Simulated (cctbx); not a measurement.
## Ni5Bi4PtS4 with cctbx, script by script

Library: cctbx 2025.11. The data are simulated by the first script.

## 1. Simulate the data

run.py:

```python
from cctbx import adptbx, crystal, miller, sgtbx, xray
from cctbx.array_family import flex
from iotbx.shelx import hklf
from scitbx import matrix
import scitbx.random

cs = crystal.symmetry(unit_cell=(10.96, 8.11, 11.631, 90, 90.58, 90), space_group_symbol='Hall: -C 2y')  # C2/m
atoms = [  # label, site, U (iso, or U11 U22 U33 U12 U13 U23 in A^2), occupancy
    ("Bi1", (0.6204, 0, 0.6082), 0.0055, 1),
    ("Bi2", (0.8754, 0, 0.8872), 0.0051, 1),
    ("Bi3", (0.1229, 0, 0.6261), 0.0049, 1),
    ("Bi4", (0.3776, 0, 0.8738), 0.0047, 1),
    ("Pt1", (0.25, 0.75, 0.5), 0.0047, 1),
    ("Ni1", (0.25, 0.25, 0), 0.0077, 1),
    ("Ni2", (0.3781, 0, 0.6414), 0.0083, 1),
    ("Ni3", (0.1273, 0, 0.853), 0.0077, 1),
    ("Ni4", (0.5, 0.2321, 0), 0.0061, 1),
    ("Ni5", (0.5, 0.7388, 0.5), 0.0066, 1),
    ("S1", (0.6262, 0.7249, 0.3477), 0.0100, 1),
    ("S2", (0.3761, 0.2297, 0.1497), 0.0089, 1),
]
xs = xray.structure(crystal_symmetry=cs)
for label, site, u, occ in atoms:
    u = adptbx.u_cif_as_u_star(cs.unit_cell(), u) if isinstance(u, tuple) else u
    xs.add_scatterer(xray.scatterer(label, site=site, u=u, occupancy=occ))
xs.set_inelastic_form_factors(1.54184, "sasaki")
xs.show_summary()
p1 = xs.expand_to_p1()
ms = miller.build_set(p1, anomalous_flag=True, d_min=0.8)
flex.set_random_seed(665676)
scitbx.random.set_random_seed(665676)
ms = ms.select(flex.random_double(ms.size()) < 0.8)
i = ms.structure_factors_from_scatterers(p1, algorithm="direct").f_calc().as_intensity_array().data()
i = i / flex.sqrt(1 + 0.1 * i / flex.max(i))  # extinction
i = i * 20000 / flex.max(i)
sig = flex.sqrt(i + flex.pow2(0.04 * i) + 15 ** 2)
noise = scitbx.random.variate(scitbx.random.normal_distribution())(i.size())
data = ms.array(data=i + sig * noise, sigmas=sig).set_observation_type_xray_intensity()
with open("data.hkl", "w") as f:
    data.export_as_shelx_hklf(f)
print("reflections written:", data.size(), " <I/sigma> = %.1f" % flex.mean(data.data() / data.sigmas()))
for h, a, b in list(data.sort("data"))[:12]:
    print("%4d%4d%4d %9.1f %7.1f" % (h + (a, b)))
```

```console
$ python run.py
```

```text
Number of scatterers: 12
At special positions: 10
Unit cell: (10.96, 8.11, 11.631, 90, 90.58, 90)
Space group: C 1 2/m 1 (No. 12)
reflections written: 6740  <I/sigma> = 3.8
   0   4   0   20686.6   812.5
   4   0   4   19593.5   745.0
   4   0  -4   18498.4   770.9
  -4   0  -4   18032.9   745.0
   0   2  -4   15664.7   621.6
   0  -2  -4   15638.7   621.6
   4   2   0   15337.7   618.4
  -4  -2   0   14952.0   618.4
   0   2   4   14944.8   621.6
   4  -2   0   14721.7   618.4
   4   4  -4   14125.6   537.4
  -4   2   0   13789.7   618.4
```

It took 0.25 s on 1 thread of Arm Neoverse V2, with other jobs on the host, peak memory 0.07 GiB.

## 2. Symmetry

run.py:

```python
from cctbx import crystal, sgtbx, statistics
from cctbx.array_family import flex
from iotbx.shelx import hklf

p1 = crystal.symmetry(unit_cell=(10.96, 8.11, 11.631, 90, 90.58, 90), space_group_symbol="P 1")
raw = hklf.reader(file_name="data.hkl").as_miller_arrays(crystal_symmetry=p1, anomalous=True)[0]
print(raw.size(), "reflections to d = %.3f A" % raw.d_min())
isig = raw.data() / raw.sigmas()
print("centring   violations  <I/sigma> of those")
best = "P"
for c in "ABCIRF":
    a = raw.customized_copy(space_group_info=sgtbx.space_group_info("Hall: %s 1" % c)).sys_absent_flags().data()
    m = flex.mean(isig.select(a))
    print("%5s %10d of %5d %8.1f" % (c, (isig.select(a) > 4).count(True), a.count(True), m))
    if (isig.select(a) > 4).count(True) < 0.01 * a.count(True):
        best = c
raw = raw.select(~raw.customized_copy(space_group_info=sgtbx.space_group_info("Hall: %s 1" % best)).sys_absent_flags().data())
isig = raw.data() / raw.sigmas()
rows = []
for s in sgtbx.space_group_symbol_iterator():
    g = sgtbx.space_group(s)
    if g.conventional_centring_type_symbol() != best or not g.is_compatible_unit_cell(p1.unit_cell(), 1e-3, 0.02):
        continue
    rows.append((s, g))
print("Laue class    unique    Rint  (classes that these axes allow; Friedel mates merged)")
rint = {}
for s, g in rows:
    laue = g.build_derived_patterson_group()
    key = laue.type().hall_symbol()
    if key not in rint:
        m = raw.customized_copy(space_group_info=laue.info(), anomalous_flag=False).merge_equivalents()
        rint[key] = m.r_int()
        print("%-14s %6d %7.3f" % (laue.type().lookup_symbol(), m.array().size(), m.r_int()))
floor = min(rint.values())
good = [(s, g) for s, g in rows if rint[g.build_derived_patterson_group().type().hall_symbol()] < 2 * floor + 0.03]
top = max(g.build_derived_patterson_group().order_z() for s, g in good)
print("space group    extra absences  I>4sigma  <I/sigma>")
for s, g in good:
    laue = g.build_derived_patterson_group()
    if laue.order_z() != top:
        continue
    a = raw.customized_copy(space_group_info=g.info()).sys_absent_flags().data()
    a &= ~raw.customized_copy(space_group_info=laue.info()).sys_absent_flags().data()
    bad = (isig.select(a) > 4).count(True)
    if bad <= 0.03 * a.count(True):
        print("%-16s %8d %10d %9s  %s" % (s.universal_hermann_mauguin(), a.count(True), bad, "%.1f" % flex.mean(isig.select(a)) if a.count(True) else "-", "centric" if g.is_centric() else "acentric"))
laue = max(good, key=lambda t: t[1].build_derived_patterson_group().order_z())[1].build_derived_patterson_group()
f = raw.customized_copy(space_group_info=laue.info(), anomalous_flag=False).merge_equivalents().array().eliminate_sys_absent().f_sq_as_f()
f.set_observation_type_xray_amplitude()
bins = max(3, min(8, f.size() // 12))
f.setup_binner(n_bins=bins)
w = statistics.wilson_plot(f, {e: n / laue.order_z() for e, n in {'Bi': 16.0, 'Pt': 4.0, 'Ni': 20.0, 'S': 16.0}.items()}, e_statistics=True)
print("Wilson B = %.2f A^2   <|E^2-1|> = %.3f (0.968 centric, 0.736 acentric)   E^2>4: %.1f %%" % (w.wilson_b, w.mean_e_sq_minus_1, w.percent_e_sq_gt_2))
print("shell (A)         n   <I/sigma>")
m = raw.customized_copy(space_group_info=laue.info(), anomalous_flag=False).merge_equivalents().array().eliminate_sys_absent()
for b in m.setup_binner(n_bins=bins).range_used():
    sel = m.binner().selection(b)
    print("%5.2f - %4.2f %6d %8.1f" % (min(m.binner().bin_d_range(b)[0] if m.binner().bin_d_range(b)[0] > 0 else 99, 99), m.binner().bin_d_range(b)[1], sel.count(True), flex.mean((m.data() / m.sigmas()).select(sel))))
```

```console
$ python run.py
```

```text
6740 reflections to d = 0.800 A
centring   violations  <I/sigma> of those
    A        678 of  3371      1.7
    B        678 of  3403      1.7
    C          0 of  3380      0.0
    I       1122 of  3356      3.2
    R       1249 of  4496      3.8
    F        678 of  5077      1.1
Laue class    unique    Rint  (classes that these axes allow; Friedel mates merged)
C 1 2/m 1        1131   0.040
space group    extra absences  I>4sigma  <I/sigma>
C 1 2 1                 0          0         -  acentric
C 1 m 1                 0          0         -  acentric
C 1 2/m 1               0          0         -  centric
Wilson B = 0.55 A^2   <|E^2-1|> = 1.215 (0.968 centric, 0.736 acentric)   E^2>4: 6.2 %
shell (A)         n   <I/sigma>
11.63 - 1.60    151     13.8
 1.60 - 1.27    151     11.8
 1.27 - 1.11    126     13.8
 1.11 - 1.01    146     11.2
 1.01 - 0.94    136     12.9
 0.94 - 0.88    146     10.7
 0.88 - 0.84    131     12.0
 0.84 - 0.80    144     10.1
```

Time: 0.23 s.

## 3. Patterson map

run.py:

```python
from cctbx import crystal, maptbx
from iotbx.shelx import hklf

cs = crystal.symmetry(unit_cell=(10.96, 8.11, 11.631, 90, 90.58, 90), space_group_symbol='Hall: -C 2y')  # C2/m
raw = hklf.reader(file_name="data.hkl").as_miller_arrays(crystal_symmetry=cs, anomalous=True)[0]
merged = raw.eliminate_sys_absent().merge_equivalents()
fo2 = merged.array().set_observation_type_xray_intensity()
f = fo2.average_bijvoet_mates().f_sq_as_f()
pm = f.patterson_map(symmetry_flags=maptbx.use_space_group_symmetry, sharpening=False, resolution_factor=0.25)
peaks = pm.peak_search(parameters=maptbx.peak_search_parameters(min_distance_sym_equiv=0.4, max_clusters=14)).all()
top = peaks.heights()[0]
print("Patterson group", f.patterson_symmetry().space_group_info())
print("      u       v       w   height  length (A)")
for x, h in zip(peaks.sites(), peaks.heights()):
    y = [t - round(t) for t in x]
    print("%7.3f %7.3f %7.3f %8.1f %8.2f" % (x + (1000 * h / top, cs.unit_cell().length(y))))
```

```console
$ python run.py
```

```text
Patterson group C 1 2/m 1
      u       v       w   height  length (A)
  0.000   0.000   0.000   1000.0     0.00
  0.000   0.500   0.500    892.9     7.09
  0.000   0.500   0.000    836.0     4.05
  0.000   0.000   0.500    744.0     5.82
  0.250   0.000   0.750    657.1     4.02
  0.250   0.000   0.250    565.4     3.98
  0.127   0.250   0.381    430.2     5.05
  0.128   0.250   0.882    423.4     2.83
  0.250   0.000  -0.002    200.5     2.74
  0.250   0.000   0.502    198.7     6.43
  0.123   0.249   0.123    189.8     2.82
  0.123   0.251   0.623    186.3     5.02
 -0.000   0.250   0.250    148.7     3.55
 -0.000   0.000   0.241    146.2     2.80
```

Time: 0.24 s.

## 4. Charge flipping

run.py:

```python
import itertools
from cctbx import crystal, maptbx
from cctbx.array_family import flex
from iotbx.shelx import hklf
from smtbx.ab_initio import charge_flipping as cf

cs = crystal.symmetry(unit_cell=(10.96, 8.11, 11.631, 90, 90.58, 90), space_group_symbol='Hall: -C 2y')  # C2/m
raw = hklf.reader(file_name="data.hkl").as_miller_arrays(crystal_symmetry=cs, anomalous=True)[0]
merged = raw.eliminate_sys_absent().merge_equivalents()
fo2 = merged.array().set_observation_type_xray_intensity()
f = fo2.average_bijvoet_mates().f_sq_as_f().resolution_filter(d_min=0.9)
p1 = f.expand_to_p1()
work = p1
flex.set_random_seed(13679)
it = cf.weak_reflection_improved_iterator(delta=None, weak_reflection_fraction=0.2)
it.start(work, phases=flex.random_double(p1.size()) * 6.2832, f_000=0)
it.delta = 1 * it.rho_map.sigma()
print("cycle      R  skewness")
for n, st in enumerate(itertools.islice(it, 6)):
    if n % 1 == 0:
        print("%5d %6.3f %8.2f" % (n, st.r1_factor(), st.rho_map.skewness()))
rho = p1.phase_transfer(it.f_calc).fft_map().apply_volume_scaling()
polish = cf.low_density_elimination_iterator(constant_rho_c=rho.sigma())
polish.start(f_obs=p1, phases=it.f_calc, f_000=0)
for _ in range(8):
    next(polish)
print("origin shift          correlation  skewness")
maps = []
for fc, shift, cc in itertools.islice(cf.f_calc_symmetrisations(f, polish.f_calc, 0), 4):
    m = f.phase_transfer(fc).fft_map(symmetry_flags=maptbx.use_space_group_symmetry, resolution_factor=0.25).apply_sigma_scaling()
    maps.append((m.skewness(), cc, m))
    print("%6.3f %6.3f %6.3f %10.3f %9.2f" % (tuple(shift) + (cc, m.skewness())))
skew, cc, m = max((t for t in maps if t[1] > maps[0][1] - 0.04), key=lambda t: t[0])
print("taken: symmetry correlation %.3f, skewness %.2f" % (cc, skew))
peaks = m.peak_search(parameters=maptbx.peak_search_parameters(min_distance_sym_equiv=0.9, max_clusters=17)).all()
sps = cs.special_position_settings(min_distance_sym_equiv=0.5)
print("peak      x       y       z  mult  height/sigma")
for k, (x, h) in enumerate(zip(peaks.sites(), peaks.heights())):
    ss = sps.site_symmetry(x)
    print("Q%-3d %7.4f %7.4f %7.4f %4d %8.1f" % ((k + 1,) + tuple(t % 1 for t in ss.exact_site()) + (ss.multiplicity(), h)))
```

```console
$ python run.py
```

```text
cycle      R  skewness
    0  0.608     0.45
    1  0.580     0.98
    2  0.543     1.20
    3  0.527     1.29
    4  0.523     1.31
    5  0.506     1.36
origin shift          correlation  skewness
 0.074  0.335  0.312      0.902      2.07
 0.324  0.335  0.062      0.902      2.06
 0.324  0.335  0.312      0.902      2.01
 0.074  0.335  0.062      0.902      2.00
taken: symmetry correlation 0.902, skewness 2.07
peak      x       y       z  mult  height/sigma
Q1    0.0964  0.2467  0.9405    8     10.0
Q2    0.0933  0.2532  0.4461    8      9.0
Q3    0.1468  0.2472  0.2891    8      6.4
Q4    0.2275  0.5000  0.3083    4      5.9
Q5    0.2234  0.0000  0.8087    4      5.7
Q6    0.0570  0.5000  0.9424    4      5.5
Q7    0.1444  0.2526  0.8042    8      4.8
Q8    0.0421  0.0000  0.9440    4      4.8
Q9    0.2185  0.0000  0.3219    4      4.6
Q10   0.2137  0.5000  0.8189    4      4.6
Q11   0.0330  0.5000  0.4458    4      4.4
Q12   0.0425  0.0000  0.4413    4      4.3
Q13   0.1770  0.2621  0.5636    8      4.0
Q14   0.0629  0.2461  0.7049    8      2.9
Q15   0.1684  0.2372  0.0577    8      2.9
Q16   0.1132  0.0000  0.3631    4      2.8
Q17   0.1161  0.5000  0.8677    4      2.5
```

Time: 0.29 s.

This run holds a fault made on purpose: far too few cycles.

## 5. Charge flipping

run.py, as its changes from the last script of this kind:

```diff
@@ -19,2 +19,2 @@
-for n, st in enumerate(itertools.islice(it, 6)):
-    if n % 1 == 0:
+for n, st in enumerate(itertools.islice(it, 300)):
+    if n % 25 == 0:
```

```console
$ python run.py
```

```text
cycle      R  skewness
    0  0.608     0.45
   25  0.487     2.98
   50  0.418     4.35
   75  0.400     4.41
  100  0.403     4.34
  125  0.413     4.40
  150  0.404     4.33
  175  0.391     4.24
  200  0.396     4.32
  225  0.394     4.16
  250  0.408     4.22
  275  0.401     4.21
origin shift          correlation  skewness
 0.339  0.407  0.082      0.954      3.88
 0.089  0.407  0.332      0.954      3.93
 0.089  0.407  0.082      0.953      3.84
 0.339  0.407  0.332      0.953      3.90
taken: symmetry correlation 0.954, skewness 3.93
peak      x       y       z  mult  height/sigma
Q1    0.1197  0.0000  0.1276    4     13.7
Q2    0.1216  0.5000  0.1234    4     13.7
Q3    0.1201  0.5000  0.6272    4     12.3
Q4    0.1219  0.0000  0.6215    4     12.0
Q5    0.2500  0.2500  0.5000    4      8.9
Q6    0.2500  0.2500  0.0000    4      7.9
Q7    0.9963  0.2510  0.2464    8      6.7
Q8    0.0000  0.1816  0.5000    4      4.3
Q9    0.0000  0.3504  0.0000    4      4.1
Q10   0.1599  0.2465  0.9294    8      3.3
Q11   0.1045  0.5000  0.8943    4      3.1
Q12   0.0990  0.0000  0.9319    4      3.0
Q13   0.1456  0.0000  0.3879    4      2.7
Q14   0.0049  0.0000  0.1932    4      2.7
Q15   0.0382  0.4242  0.7177    8      2.5
Q16   0.0254  0.0818  0.7487    8      2.3
Q17   0.0318  0.0000  0.5397    4      2.1
```

Time: 0.39 s.

## 6. Refinement (model from the peaks)

run.py:

```python
import math
from cctbx import adptbx, crystal, maptbx, sgtbx, xray
from cctbx.array_family import flex
from cctbx.xray import observations
from iotbx.shelx import hklf
from scitbx.lstbx import normal_eqns_solving
from smtbx import absolute_structure, utils
from smtbx.refinement import constraints, least_squares

cs = crystal.symmetry(unit_cell=(10.96, 8.11, 11.631, 90, 90.58, 90), space_group_symbol='Hall: -C 2y')  # C2/m
atoms = [  # label, site, U (iso, or U11 U22 U33 U12 U13 U23 in A^2), occupancy
    ("Bi1", (0.1197, 0, 0.1276), 0.0200, 1),
    ("Bi2", (0.1216, 0.5, 0.1234), 0.0200, 1),
    ("Bi3", (0.1201, 0.5, 0.6272), 0.0200, 1),
    ("Bi4", (0.1219, 0, 0.6215), 0.0200, 1),
    ("Pt1", (0.25, 0.25, 0.5), 0.0200, 1),
    ("Ni1", (0.25, 0.25, 0), 0.0200, 1),
    ("Ni2", (0.9963, 0.251, 0.2464), 0.0200, 1),
    ("Ni3", (0, 0.1816, 0.5), 0.0200, 1),
    ("Ni4", (0, 0.3504, 0), 0.0200, 1),
    ("S1", (0.1599, 0.2465, 0.9294), 0.0200, 1),
    ("S2", (0.1045, 0.5, 0.8943), 0.0200, 1),
]
xs = xray.structure(crystal_symmetry=cs)
for label, site, u, occ in atoms:
    u = adptbx.u_cif_as_u_star(cs.unit_cell(), u) if isinstance(u, tuple) else u
    xs.add_scatterer(xray.scatterer(label, site=site, u=u, occupancy=occ))
xs.set_inelastic_form_factors(1.54184, "sasaki")
raw = hklf.reader(file_name="data.hkl").as_miller_arrays(crystal_symmetry=cs, anomalous=True)[0]
merged = raw.eliminate_sys_absent().merge_equivalents()
fo2 = merged.array().set_observation_type_xray_intensity()
print("Rint %.3f, %d unique reflections to %.2f A" % (merged.r_int(), fo2.size(), fo2.d_min()))
for sc in xs.scatterers():
    sc.flags.set_grad_site(True)
    sc.flags.set_grad_u_aniso(sc.flags.use_u_aniso())
    sc.flags.set_grad_u_iso(sc.flags.use_u_iso())
obs = fo2.as_xray_observations()
extra = {}
rep = constraints.reparametrisation(xs, [], utils.connectivity_table(xs), **extra)
ls = least_squares.crystallographic_ls(obs, rep, weighting_scheme=least_squares.mainstream_shelx_weighting(a=0, b=0))
print("cycle     R1     wR2    GooF  max shift (A)")
for cycle in range(6):
    ls.build_up()
    r1, wr2, goof = ls.r1_factor(cutoff_factor=2)[0], ls.wR2(), ls.goof()
    old = xs.sites_cart()
    normal_eqns_solving.levenberg_marquardt_iterations(ls, n_max_iterations=3, tau=0.0001, step_threshold=1e-7)
    big = flex.max((xs.sites_cart() - old).norms())
    print("%4d %7.4f %7.4f %7.3f %9.5f" % (cycle + 1, r1, wr2, goof, big))
    ls.build_up(objective_only=True)
    if abs(ls.wR2() - wr2) < 5e-5 and big < 5e-4:
        break
ls.build_up()
print("final R1 %.4f wR2 %.4f GooF %.3f  parameters %d  data/parameter %.1f" % (ls.r1_factor(cutoff_factor=2)[0], ls.wR2(), ls.goof(), ls.n_parameters, fo2.size() / ls.n_parameters))
cov = ls.covariance_matrix_and_annotations()
su = dict(zip(cov.annotations, (math.sqrt(max(v, 0)) for v in cov.matrix.matrix_packed_u_diagonal())))
a2 = cs.unit_cell().reciprocal_parameters()[0] ** -2
print("atom        x        y        z      Ueq    occ   su(xyz)  su(Uiso or U11)")
for sc in xs.scatterers():
    s = max(su.get(sc.label + k, 0) for k in (".x", ".y", ".z"))
    npd = "" if sc.is_positive_definite_u(cs.unit_cell()) else "  NPD"
    print("%-5s %8.5f %8.5f %8.5f %8.4f %6.3f %8.5f %7.4f%s" % ((sc.label,) + sc.site + (sc.u_iso_or_equiv(cs.unit_cell()), sc.occupancy, s, su.get(sc.label + ".uiso", su.get(sc.label + ".u11", 0) * a2), npd)))
fo = fo2.f_sq_as_f()
fc = fo.structure_factors_from_scatterers(xs, algorithm="direct").f_calc()
diff = fo.f_obs_minus_f_calc(1 / math.sqrt(ls.scale_factor()), fc).average_bijvoet_mates()
m = diff.fft_map(symmetry_flags=maptbx.use_space_group_symmetry, resolution_factor=0.25).apply_volume_scaling()
print("difference map: max %.2f min %.2f rms %.2f" % (m.statistics().max(), m.statistics().min(), m.statistics().sigma()))
peaks = m.peak_search(parameters=maptbx.peak_search_parameters(min_distance_sym_equiv=0.6, max_clusters=6)).all()
near = xs.closest_distances(peaks.sites(), distance_cutoff=4)
sps = cs.special_position_settings(min_distance_sym_equiv=0.5)
for k, (x, h) in enumerate(zip(peaks.sites(), peaks.heights())):
    ss = sps.site_symmetry(x)
    print("Q%-3d %7.4f %7.4f %7.4f %4d %7.2f  %.2f A from %s" % ((k + 1,) + tuple(t % 1 for t in ss.exact_site()) + (ss.multiplicity(), h, near.smallest_distances[k], xs.scatterers()[near.i_seqs[k]].label)))
```

```console
$ python run.py
```

```text
Rint 0.040, 1131 unique reflections to 0.80 A
cycle     R1     wR2    GooF  max shift (A)
   1  0.4099  0.6982  12.220   0.86061
   2  0.1902  0.3894   6.815   0.54142
   3  0.1617  0.3356   5.874   1.36765
   4  0.1477  0.3084   5.398   0.59451
   5  0.1345  0.2741   4.797   0.02963
   6  0.1342  0.2729   4.776   0.02505
final R1 0.1330 wR2 0.2707 GooF 4.737  parameters 29  data/parameter 39.0
atom        x        y        z      Ueq    occ   su(xyz)  su(Uiso or U11)
Bi1    0.12293  0.00000  0.12676   0.0016  1.000  0.00030  0.0008
Bi2    0.12438  0.50000  0.11283   0.0047  1.000  0.00032  0.0008
Bi3    0.12231  0.50000  0.62578   0.0040  1.000  0.00031  0.0008
Bi4    0.12043  0.00000  0.60780   0.0045  1.000  0.00032  0.0008
Pt1    0.25000  0.25000  0.50000   0.0063  1.000  0.00000  0.0008
Ni1    0.25000  0.25000  0.00000   0.0001  1.000  0.00000  0.0023
Ni2    1.12603  0.26786  0.34609   0.3754  1.000  0.02136  0.0573
Ni3    0.00000  0.26469  0.50000   0.0148  1.000  0.00252  0.0031
Ni4    0.00000  0.23241  0.00000   0.0018  1.000  0.00190  0.0025
S1     0.12475  0.22560  0.84934   0.0002  1.000  0.00154  0.0022
S2     0.12569  0.50000  0.85578   0.0001  1.000  0.00159  0.0032
difference map: max 62.35 min -7.17 rms 2.55
Q1    0.1223  0.0000  0.3584    4   65.83  2.18 A from Ni2
Q2    0.1264  0.2697  0.3469    8   41.86  0.02 A from Ni2
Q3    0.1281  0.5000  0.8505    4   25.33  0.07 A from S2
Q4    0.2500  0.2500  0.5000    4   18.73  0.00 A from Pt1
Q5    0.1304  0.5000  0.1126    4    9.64  0.07 A from Bi2
Q6    0.0000  0.2490  0.5000    4    9.52  0.13 A from Ni3
```

Run time: 0.59 s on 1 thread of Arm Neoverse V2, on a shared host, peak memory 0.09 GiB.

Figures of merit this high mean that the model is still wrong or incomplete.

[Logs are printed without paths, hosts, clocks, repeated set-up lines and the standing remarks that a program may print on its own settings, such as how far it seeks lower states.]
